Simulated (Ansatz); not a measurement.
# Ge wire along [100], 21 atoms a period, H-terminated: bands by functional and under strain, part 3 of 3

Aim: is the Ge wire along [100], 21 atoms a period, H-terminated a metal or a semiconductor?

Ansatz 0.2.0; DFT PBE, plane waves, PAW; relaxation of a wire's period; PAW set soft_1 (the session's first sound run).

So far, band gap (eV): step 3 (the perfect wire, PBE) 2.56; step 4 (another level of theory, cutoff 500 eV, k-mesh 1×1×11, r2SCAN PBE) 2.92; step 5 (another level of theory, level HSE06, cutoff 420 eV, HSE06 PBE) 3.35.

## 6. Strain along the wire, period over the relaxed period 1.06, k-mesh 1×1×10

This step: DFT PBE, plane waves, PAW; relaxation at a fixed period; PAW set soft_1 (Ansatz 0.2.0).

The period is set to 1.06 times the relaxed one and the atoms relax within it: strain changes bond lengths and angles, which shifts the bands against each other. Against the first PBE run of this kind, the mesh along the wire has 10 points against 14.

The cell differs from the one that the last finished run ended in (c 5.789 → 6.136 Å).

Contents of input.yaml:

```yaml
crystal:
  lattice:
    - [17.241, 0.0, 0.0]
    - [0.0, 17.241, 0.0]
    - [0.0, 0.0, 6.1364845267]
  atoms:
    - { symbol: Ge, position: [0.335377406, 0.335377406, 0.994734413] }
    - { symbol: Ge, position: [0.335377406, 0.664641899, 0.005265587] }
    - { symbol: Ge, position: [0.500009653, 0.500009653, 0.0] }
    - { symbol: Ge, position: [0.664641899, 0.335377406, 0.005265587] }
    - { symbol: Ge, position: [0.664641899, 0.664641899, 0.994734413] }
    - { symbol: H, position: [0.189139673, 0.543647224, 0.141007395] }
    - { symbol: H, position: [0.456372081, 0.810879632, 0.141007395] }
    - { symbol: H, position: [0.543647224, 0.189139673, 0.141007395] }
    - { symbol: H, position: [0.810879632, 0.456372081, 0.141007395] }
    - { symbol: H, position: [0.282749584, 0.282749584, 0.146344972] }
    - { symbol: H, position: [0.717269721, 0.717269721, 0.146344972] }
    - { symbol: Ge, position: [0.253765969, 0.588503444, 0.268796541] }
    - { symbol: Ge, position: [0.417351813, 0.417351813, 0.248259029] }
    - { symbol: Ge, position: [0.411515861, 0.746253336, 0.268796541] }
    - { symbol: Ge, position: [0.588503444, 0.253765969, 0.268796541] }
    - { symbol: Ge, position: [0.582667492, 0.582667492, 0.248259029] }
    - { symbol: Ge, position: [0.746253336, 0.411515861, 0.268796541] }
    - { symbol: H, position: [0.213406754, 0.645850425, 0.436216754] }
    - { symbol: H, position: [0.354168881, 0.786612551, 0.436216754] }
    - { symbol: H, position: [0.645850425, 0.213406754, 0.436216754] }
    - { symbol: H, position: [0.786612551, 0.354168881, 0.436216754] }
    - { symbol: Ge, position: [0.334624322, 0.500009653, 0.5] }
    - { symbol: Ge, position: [0.500009653, 0.334624322, 0.5] }
    - { symbol: Ge, position: [0.500009653, 0.665394983, 0.5] }
    - { symbol: Ge, position: [0.665394983, 0.500009653, 0.5] }
    - { symbol: H, position: [0.213406754, 0.354168881, 0.563783246] }
    - { symbol: H, position: [0.354168881, 0.213406754, 0.563783246] }
    - { symbol: H, position: [0.645850425, 0.786612551, 0.563783246] }
    - { symbol: H, position: [0.786612551, 0.645850425, 0.563783246] }
    - { symbol: Ge, position: [0.253765969, 0.411515861, 0.731203459] }
    - { symbol: Ge, position: [0.411515861, 0.253765969, 0.731203459] }
    - { symbol: Ge, position: [0.417351813, 0.582667492, 0.751740971] }
    - { symbol: Ge, position: [0.582667492, 0.417351813, 0.751740971] }
    - { symbol: Ge, position: [0.588503444, 0.746253336, 0.731203459] }
    - { symbol: Ge, position: [0.746253336, 0.588503444, 0.731203459] }
    - { symbol: H, position: [0.282749584, 0.717269721, 0.853655028] }
    - { symbol: H, position: [0.717269721, 0.282749584, 0.853655028] }
    - { symbol: H, position: [0.189139673, 0.456372081, 0.858992605] }
    - { symbol: H, position: [0.456372081, 0.189139673, 0.858992605] }
    - { symbol: H, position: [0.543647224, 0.810879632, 0.858992605] }
    - { symbol: H, position: [0.810879632, 0.543647224, 0.858992605] }
kpoints:
  mp_grid: { grid: [1, 1, 10] }
  band_path: { path: ["Γ", Z], npoints: 90 }
scf:
  occupations: { method: fermi_dirac, width: 0.05 }
hamiltonian:
  xc: pbe
  pseudopotentials: { kind: paw, azcp: { folder: soft_1 } }
relax:
  max_steps: 40
  f_tol: 0.02
output:
  stress: true
```

Started as:

```
ansatz run input.yaml --threads 4 --pin off --max-ram 16384MiB --backend cpu --events-out ev --progress --plain --runs-dir out
```

Numbers of over 12 decimals in the logs are rounded to 6 here.

The program printed:

```text
Warning: output.stress: scf.convergence.dr2_threshold = 1e-7 eV (the SCF's general default) is looser than the 4.1e-9 eV advised for a printed stress (1e-10 eV for each atom of the cell: 41). What an SCF threshold leaves in a stress goes as its square root, and in the free energy as the threshold itself, and one threshold admits the most on a small cell: [figures from the program's tests cut] Every solve of this run  [...]
[...]
Crystal: 41 atoms, lattice volume = 1824.083 Å³
Basis set: ecut = 420 eV, 35685 PW (Γ), exchange–correlation on 240×240×90 points (8 copies of the dense FFT grid, shifted against one another)
Bands: 198, of which v1, the nominal top of the filled ones, is band 157 counted from 1 (156 counted from 0)
Symmetry: 8 space group operations
[...]
k-points: 6 of 10
[...]
SCF iter   1: F=—  HF=-90511.766869 eV  |F-HF|=—  |Δ(HF+E_count)|=         —  Δρ=3.35e-2  dr2=1.73e1  ethr=3.10e-3  ⟨swp⟩=6.3  Hψ=4614  notcnv=0  defer=56
[...]
SCF iter   8: F=-90507.112315 eV  HF=-90507.112310 eV  |F-HF|=5.14e-6  |Δ(HF+E_count)|=   4.76e-5  Δρ=1.19e-5  dr2=2.23e-6  ethr=3.18e-9  ⟨swp⟩=4.0  Hψ=3372  notcnv=0
SCF 1 converged in 8 iterations: F = -90507.112315 eV  dr2 = 2.23e-6
[...]
relax step   1: F+E_penalty+E_count = -90507.11231510 eV  Δ(F+E_penalty+E_count) = +0.000e0 eV  max|allowed force component| = 4.217e-1 eV/Å  Δτ_max = 0.0000 Å  (8 SCF iters, dr2 threshold 1.00e-5 eV, accepted)
[...]
SCF iter   7: F=-90507.445667 eV  HF=-90507.445667 eV  |F-HF|=2.14e-7  |Δ(HF+E_count)|=   2.69e-6  Δρ=8.29e-6  dr2=9.02e-7  ethr=3.54e-9  ⟨swp⟩=4.0  Hψ=3336  notcnv=0
SCF 2 converged in 7 iterations: F = -90507.445667 eV  dr2 = 9.02e-7
relax step   2: F+E_penalty+E_count = -90507.44566684 eV  Δ(F+E_penalty+E_count) = -3.334e-1 eV  max|allowed force component| = 3.402e-1 eV/Å  Δτ_max = 0.1941 Å  (7 SCF iters, dr2 threshold 1.11e-5 eV, accepted)
SCF iter   1: F=—  HF=-90507.530717 eV  |F-HF|=—  |Δ(HF+E_count)|=         —  Δρ=3.26e-3  dr2=1.07e-1  ethr=3.15e-4  ⟨swp⟩=3.8  Hψ=2062  notcnv=0  defer=198
[...]
SCF iter   6: F=-90507.513587 eV  HF=-90507.513587 eV  |F-HF|=2.02e-7  |Δ(HF+E_count)|=   4.77e-6  Δρ=1.20e-5  dr2=2.04e-6  ethr=2.30e-9  ⟨swp⟩=4.2  Hψ=3409  notcnv=0
SCF 3 converged in 6 iterations: F = -90507.513587 eV  dr2 = 2.04e-6
[...]
relax step   3: F+E_penalty+E_count = -90507.51358715 eV  Δ(F+E_penalty+E_count) = -6.792e-2 eV  max|allowed force component| = 1.140e-1 eV/Å  Δτ_max = 0.0579 Å  (6 SCF iters, dr2 threshold 7.24e-6 eV, accepted)
[...]
relax step   4: F+E_penalty+E_count = -90507.51874367 eV  Δ(F+E_penalty+E_count) = -5.157e-3 eV  max|allowed force component| = 1.482e-2 eV/Å  Δτ_max = 0.0163 Å  (6 SCF iters, dr2 threshold 1.46e-6 eV, accepted)
[...]
SCF iter   3: F=-90507.518744 eV  HF=-90507.518744 eV  |F-HF|=2.42e-8  |Δ(HF+E_count)|=   8.83e-9  Δρ=1.23e-6  dr2=5.13e-8  ethr=3.18e-11  ⟨swp⟩=4.0  Hψ=3256  notcnv=0
SCF 5 converged in 3 iterations: F = -90507.518744 eV  dr2 = 5.13e-8
[...]
relax step   5: F+E_penalty+E_count = -90507.51874381 eV  Δ(F+E_penalty+E_count) = -1.368e-7 eV  max|allowed force component| = 1.483e-2 eV/Å  Δτ_max = 0.0000 Å  (3 SCF iters, accepted)
[...]
the band table was solved once a step of the walk had ended and its energy, with any forces and stress, was formed, with the checks that follow a solve (5484 applications of the Hamiltonian). They found nothing against the state; the energy, forces and stress were not computed again (output.eigenvalues in the input reference)
[...]
SCF converged after 3 iterations
Free energy (F): -90507.518744 eV
[...]
Internal energy: -90507.518744 eV  (E = F + TS)
E sigma→0 (E₀):  -90507.518744 eV
Fermi energy:    -0.793879 eV
[...]
--- Forces (eV/Å), atoms counted from 1 ---
  atom   1  Ge     0.01374830     0.01374830    -0.00204281
  atom   2  Ge     0.01374830    -0.01374830     0.00204281
  atom   3  Ge    -0.00000000     0.00000000     0.00000000
  atom   4  Ge    -0.01374830     0.01374830     0.00204281
  atom   5  Ge    -0.01374830    -0.01374830    -0.00204281
  atom   6  H     -0.00389348    -0.00873883     0.00082745
  atom   7  H      0.00873883     0.00389348     0.00082745
  atom   8  H     -0.00873883    -0.00389348     0.00082745
  atom   9  H      0.00389348     0.00873883     0.00082745
  atom  10  H     -0.00439477    -0.00439477     0.00124248
  atom  11  H      0.00439477     0.00439477     0.00124248
  atom  12  Ge     0.00954784     0.00830556    -0.00916075
  atom  13  Ge     0.00496930     0.00496930     0.01483415
  atom  14  Ge    -0.00830556    -0.00954784    -0.00916075
  atom  15  Ge     0.00830556     0.00954784    -0.00916075
  atom  16  Ge    -0.00496930    -0.00496930     0.01483415
  atom  17  Ge    -0.00954784    -0.00830556    -0.00916075
  atom  18  H     -0.00752566     0.00676192     0.00274560
  atom  19  H     -0.00676192     0.00752566     0.00274560
  atom  20  H      0.00676192    -0.00752566     0.00274560
  atom  21  H      0.00752566    -0.00676192     0.00274560
  atom  22  Ge    -0.00343276     0.00000000     0.00000000
  atom  23  Ge    -0.00000000    -0.00343276    -0.00000000
  atom  24  Ge    -0.00000000     0.00343276     0.00000000
  atom  25  Ge     0.00343276     0.00000000     0.00000000
  atom  26  H     -0.00752566    -0.00676192    -0.00274560
  atom  27  H     -0.00676192    -0.00752566    -0.00274560
  atom  28  H      0.00676192     0.00752566    -0.00274560
  atom  29  H      0.00752566     0.00676192    -0.00274560
  atom  30  Ge     0.00954784    -0.00830556     0.00916075
  atom  31  Ge    -0.00830556     0.00954784     0.00916075
  atom  32  Ge     0.00496930    -0.00496930    -0.01483415
  atom  33  Ge    -0.00496930     0.00496930    -0.01483415
  atom  34  Ge     0.00830556    -0.00954784     0.00916075
  atom  35  Ge    -0.00954784     0.00830556     0.00916075
  atom  36  H     -0.00439477     0.00439477    -0.00124248
  atom  37  H      0.00439477    -0.00439477    -0.00124248
  atom  38  H     -0.00389348     0.00873883    -0.00082745
  atom  39  H      0.00873883    -0.00389348    -0.00082745
  atom  40  H     -0.00873883     0.00389348    -0.00082745
  atom  41  H      0.00389348    -0.00873883    -0.00082745
  max |Σ_I F_I| component: 5.20e-18 eV/Å
--- Stress (GPa, compression-positive) ---
        0.005809       0.000000       0.000000
        0.000000       0.005809      -0.000000
        0.000000      -0.000000      -0.853745
  P = ⅓ Tr σ = -0.2807 GPa (-2.807 kbar)
--- Band table (eV; the first three rows and the last of 6) ---
  k-point 0: bands = [... 153 lower, -2.2642, -2.1249, -1.9933, -1.9933, 0.4978, 0.7409, 0.9327, 0.9327, ... 37 higher]
  k-point 1: bands = [... 153 lower, -2.3223, -2.1662, -2.0039, -2.0039, 0.5380, 0.8363, 0.9647, 0.9694, ... 37 higher]
  k-point 2: bands = [... 153 lower, -2.4387, -2.2904, -2.0352, -2.0352, 0.6221, 0.8065, 0.8065, 0.9746, ... 37 higher]
  k-point 5: bands = [... 153 lower, -2.5108, -2.5108, -2.4869, -2.4804, 0.3284, 0.5189, 0.5900, 0.5900, ... 37 higher]
--- Relaxed structure (5 steps of the walk, 5 accepted, 0 SCFs on fresh bases) ---
  F+E_penalty+E_count = -90507.51874381 eV   max|allowed force component| = 1.483e-2 eV/Å
  atoms:
    - { symbol: Ge, position: [0.339183, 0.339183, 0.991331] }
    - { symbol: Ge, position: [0.339183, 0.660837, 0.00866933] }
    - { symbol: Ge, position: [0.500010, 0.500010, 4.339465535779862e-19] }
    - { symbol: Ge, position: [0.660837, 0.339183, 0.00866933] }
    - { symbol: Ge, position: [0.660837, 0.660837, 0.991331] }
    - { symbol: H, position: [0.194749, 0.538658, 0.152997] }
    - { symbol: H, position: [0.461362, 0.805270, 0.152997] }
    - { symbol: H, position: [0.538658, 0.194749, 0.152997] }
    - { symbol: H, position: [0.805270, 0.461362, 0.152997] }
    - { symbol: H, position: [0.284102, 0.284102, 0.119517] }
    - { symbol: H, position: [0.715917, 0.715917, 0.119517] }
    - { symbol: Ge, position: [0.258575, 0.586432, 0.268339] }
    - { symbol: Ge, position: [0.418771, 0.418771, 0.248560] }
    - { symbol: Ge, position: [0.413587, 0.741444, 0.268339] }
    - { symbol: Ge, position: [0.586432, 0.258575, 0.268339] }
    - { symbol: Ge, position: [0.581248, 0.581248, 0.248560] }
    - { symbol: Ge, position: [0.741444, 0.413587, 0.268339] }
    - { symbol: H, position: [0.217246, 0.647361, 0.413295] }
    - { symbol: H, position: [0.352658, 0.782773, 0.413295] }
    - { symbol: H, position: [0.647361, 0.217246, 0.413295] }
    - { symbol: H, position: [0.782773, 0.352658, 0.413295] }
    - { symbol: Ge, position: [0.337689, 0.500010, 0.5] }
    - { symbol: Ge, position: [0.500010, 0.337689, 0.5] }
    - { symbol: Ge, position: [0.500010, 0.662330, 0.5] }
    - { symbol: Ge, position: [0.662330, 0.500010, 0.5] }
    - { symbol: H, position: [0.217246, 0.352658, 0.586705] }
    - { symbol: H, position: [0.352658, 0.217246, 0.586705] }
    - { symbol: H, position: [0.647361, 0.782773, 0.586705] }
    - { symbol: H, position: [0.782773, 0.647361, 0.586705] }
    - { symbol: Ge, position: [0.258575, 0.413587, 0.731661] }
    - { symbol: Ge, position: [0.413587, 0.258575, 0.731661] }
    - { symbol: Ge, position: [0.418771, 0.581248, 0.751440] }
    - { symbol: Ge, position: [0.581248, 0.418771, 0.751440] }
    - { symbol: Ge, position: [0.586432, 0.741444, 0.731661] }
    - { symbol: Ge, position: [0.741444, 0.586432, 0.731661] }
    - { symbol: H, position: [0.284102, 0.715917, 0.880483] }
    - { symbol: H, position: [0.715917, 0.284102, 0.880483] }
    - { symbol: H, position: [0.194749, 0.461362, 0.847003] }
    - { symbol: H, position: [0.461362, 0.194749, 0.847003] }
    - { symbol: H, position: [0.538658, 0.805270, 0.847003] }
    - { symbol: H, position: [0.805270, 0.538658, 0.847003] }
```

Elapsed: 24 min, on 4 threads of Arm Neoverse V1, shared host; peak memory 12 GiB.

Step by step:

```tsv
step	energy less that of the first step (eV)	largest force component (eV/Å)
1	0.0000	0.4217
2	-0.3334	0.3402
3	-0.4013	0.1140
4	-0.4064	0.0148
5	-0.4064	0.0148
```

Forces are held to the 8 operations that the run works with; a distortion that breaks them can't arise in this run.

The atoms that moved most (Å):

```tsv
atom	dx	dy	dz	length
H10	0.023	0.023	-0.165	0.168
H36	0.023	-0.023	0.165	0.168
H37	-0.023	0.023	0.165	0.168
H11	-0.023	-0.023	-0.165	0.168
H26	0.066	-0.026	0.141	0.158
H27	-0.026	0.066	0.141	0.158
H21	-0.066	-0.026	-0.141	0.158
H19	-0.026	-0.066	-0.141	0.158
```

Numbers from this step:

| Item | Value |
| --- | --- |
| band gap | 2.322 eV |

The electronic bands at the labelled points (eV, zero at the Fermi level; v1 is the highest filled band, c1 the lowest empty one):

```tsv
point	v4	v3	v2	v1	c1	c2	c3	c4
Γ	-1.47	-1.33	-1.20	-1.20	1.29	1.53	1.73	1.73
halfway	-1.67	-1.58	-1.27	-1.27	1.42	1.49	1.49	1.73
Z	-1.72	-1.72	-1.69	-1.69	1.12	1.31	1.38	1.38
```

The gap is 2.32 eV, against 2.56 eV under PBE at the relaxed period.

## 7. Strain along the wire, period over the relaxed period 0.97, k-mesh 1×1×11

The period is set to 0.97 times the relaxed one and the atoms relax within it: strain changes bond lengths and angles, which shifts the bands against each other. Against the first PBE run of this kind, the mesh along the wire has 11 points against 14.

The cell differs from the one that the last finished run ended in (c 6.136 → 5.615 Å).

input.yaml, as its differences from that of step 6:

```diff
@@ -4,3 +4,3 @@
     - [0.0, 17.241, 0.0]
-    - [0.0, 0.0, 6.1364845267]
+    - [0.0, 0.0, 5.6154622555]
   atoms:
@@ -48,3 +48,3 @@
 kpoints:
-  mp_grid: { grid: [1, 1, 10] }
+  mp_grid: { grid: [1, 1, 11] }
   band_path: { path: ["Γ", Z], npoints: 90 }
```

The program printed:

```text
[...]
Crystal: 41 atoms, lattice volume = 1669.208 Å³
Basis set: ecut = 420 eV, 32707 PW (Γ), exchange–correlation on 240×240×80 points (8 copies of the dense FFT grid, shifted against one another)
Bands: 198, of which v1, the nominal top of the filled ones, is band 157 counted from 1 (156 counted from 0)
Symmetry: 8 space group operations
[...]
- { symbol: Ge, position: [0.583396, 0.416624, 0.751424] }
    - { symbol: Ge, position: [0.589760, 0.748957, 0.731041] }
    - { symbol: Ge, position: [0.748957, 0.589760, 0.731041] }
[...]
- { symbol: H, position: [0.185953, 0.453454, 0.865738] }
    - { symbol: H, position: [0.453454, 0.185953, 0.865738] }
    - { symbol: H, position: [0.546565, 0.814066, 0.865738] }
    - { symbol: H, position: [0.814066, 0.546565, 0.865738] }
[key lines of the parts left out:]
SCF converged after 6 iterations
Free energy (F): -90507.729647 eV
Fermi energy:    -0.235346 eV
P = ⅓ Tr σ = 0.1306 GPa (1.306 kbar)
```

It took 22 min on 4 threads; peak memory 11 GiB.

Step by step:

```tsv
step	energy less that of the first step (eV)	largest force component (eV/Å)
1	0.0000	0.2380
2	-0.1062	0.1400
3	-0.1219	0.0418
4	-0.1233	0.0077
```

Forces are held to the 8 operations that the run works with; a distortion that breaks them can't arise in this run.

The atoms that moved most (Å):

```tsv
atom	dx	dy	dz	length
H41	0.055	0.050	0.038	0.084
H40	0.050	0.055	0.038	0.084
H7	-0.050	0.055	-0.038	0.084
H9	0.055	-0.050	-0.038	0.084
H8	0.050	-0.055	-0.038	0.084
H6	-0.055	0.050	-0.038	0.084
H38	-0.055	-0.050	0.038	0.084
H39	-0.050	-0.055	0.038	0.084
```

Numbers from this step:

| Property | Result |
| --- | --- |
| band gap | 2.552 eV |

The gap is 2.55 eV, against 2.56 eV under PBE at the relaxed period.

## 8. Summary of results

| Item | Value |
| --- | --- |
| cell length, PBE | 5.789 Å |
| gap, PBE | 2.56 eV |
| gap, r2SCAN | 2.92 eV |
| gap, HSE06 | 3.35 eV |
| gap, period scaled by 1.06 | 2.32 eV |
| gap, period scaled by 0.97 | 2.55 eV |

**Reading.** Under PBE the cell's length is 5.79 Å, and a gap of 2.56 eV makes it a semiconductor. At the relaxed period the wire is gapped under every functional, from 2.56 eV (PBE) to 3.35 eV (HSE06). Weak screening in one dimension makes quasiparticle gaps larger than the semilocal gaps, as a rule. Strain matters: under PBE the gap goes from 2.56 eV to 2.55 eV at 0.97 times the period and 2.32 eV at 1.06 times the period. A hybrid's gap is read on a coarse mesh, without a band path.

[Logs are printed without paths, hosts, clocks, repeated set-up lines and the standing remarks that a program may print on its own settings, such as how far it seeks lower states.]

[Hosts, paths, dates, database ids (printed as entryN), source tags and the programs' standing remarks are cut or masked in the printed files.]
